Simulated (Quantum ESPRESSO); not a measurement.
A computed Ti K-edge spectrum of one site in a crystal of Ti, with its zero at a photon energy of about 4954.9 eV (raw 4977.7 eV, less 22.8 eV of added terms; PBEsol puts this hole about 6 eV below PBE, itself good to a few eV). Method: Quantum ESPRESSO XSpectra, PBEsol, excited-electron core hole (neutral cell) in a small cell, dipole transitions, broadening that rises with energy.

Energy from the energy zero of the input (xe0, at the border of filled and empty states); intensity scaled to a mean of 1 over the first 20 eV:

```tsv
E (eV)	intensity
-2.0	0.06
-1.5	0.08
-1.0	0.12
-0.5	0.23
0.0	0.51
0.5	0.67
1.0	0.43
1.5	0.33
2.0	0.36
2.5	0.33
3.0	0.35
3.5	0.38
4.0	0.41
4.5	0.51
5.0	0.63
5.5	0.65
6.0	0.67
6.5	0.67
7.0	0.67
7.5	0.72
8.0	0.82
8.5	0.94
9.0	1.05
9.5	1.14
10.0	1.21
10.5	1.28
11.0	1.33
11.5	1.36
12.0	1.39
12.5	1.42
13.0	1.44
13.5	1.45
14.0	1.46
14.5	1.48
15.0	1.49
15.5	1.48
16.0	1.45
16.5	1.42
17.0	1.37
17.5	1.33
18.0	1.30
18.5	1.27
19.0	1.25
19.5	1.24
20.0	1.24
20.5	1.25
21.0	1.25
21.5	1.26
22.0	1.27
22.5	1.28
23.0	1.28
23.5	1.28
24.0	1.28
24.5	1.28
25.0	1.27
25.5	1.27
26.0	1.28
26.5	1.28
27.0	1.29
27.5	1.30
28.0	1.31
28.5	1.32
29.0	1.33
29.5	1.34
30.0	1.35
30.5	1.36
31.0	1.36
31.5	1.37
32.0	1.37
```

This is not the structure that Ti takes at ambient pressure and room temperature (hexagonal, No. 194); it is a model or a phase of other conditions.

Q: Which coordination does this site have?

A K edge sees empty p states. The weak features of the first eV are p character mixed into the empty d bands; the main 4p edge lies above them. It is atom 1 of Ti (Titanium, Im-3m), with 8 Ti at 2.84 Å and 6 Ti at 3.28 Å (cube and octahedron, as in bcc, site symmetry m-3m). Its main maxima below 30 eV lie at 0.4 eV (0.69) and 15.1 eV (1.49), with a pre-edge feature at 0.4 eV. A near-edge spectrum doesn't fix the structure by itself; it is matched against candidates. Quadrupole 1s→3d transitions, which feed the pre-edge, are not in the dipole spectrum. The holes are only 5.7 Å apart, so the shape is probably not converged with cell size; no larger cell was run here. The structure is a published determination, not relaxed.

[Banner, clock and machine lines of the logs are left out without a mark of their own.]

[Logs are printed without paths, hosts, clocks, repeated set-up lines and the standing remarks that a program may print on its own settings, such as how far it seeks lower states.]

[Hosts, paths, dates, database ids (printed as entryN), source tags and the programs' standing remarks are cut or masked in the printed files.]

[Lists of maxima count a maximum above −3 eV only where it reaches 4 % of the highest in the window and stands out from its surroundings by 2 % of it (1.5 % where it reaches 55 %); shoulders and weaker maxima are passed over, and of the rest the first, up to two pre-edge ones and the few strongest are named.]
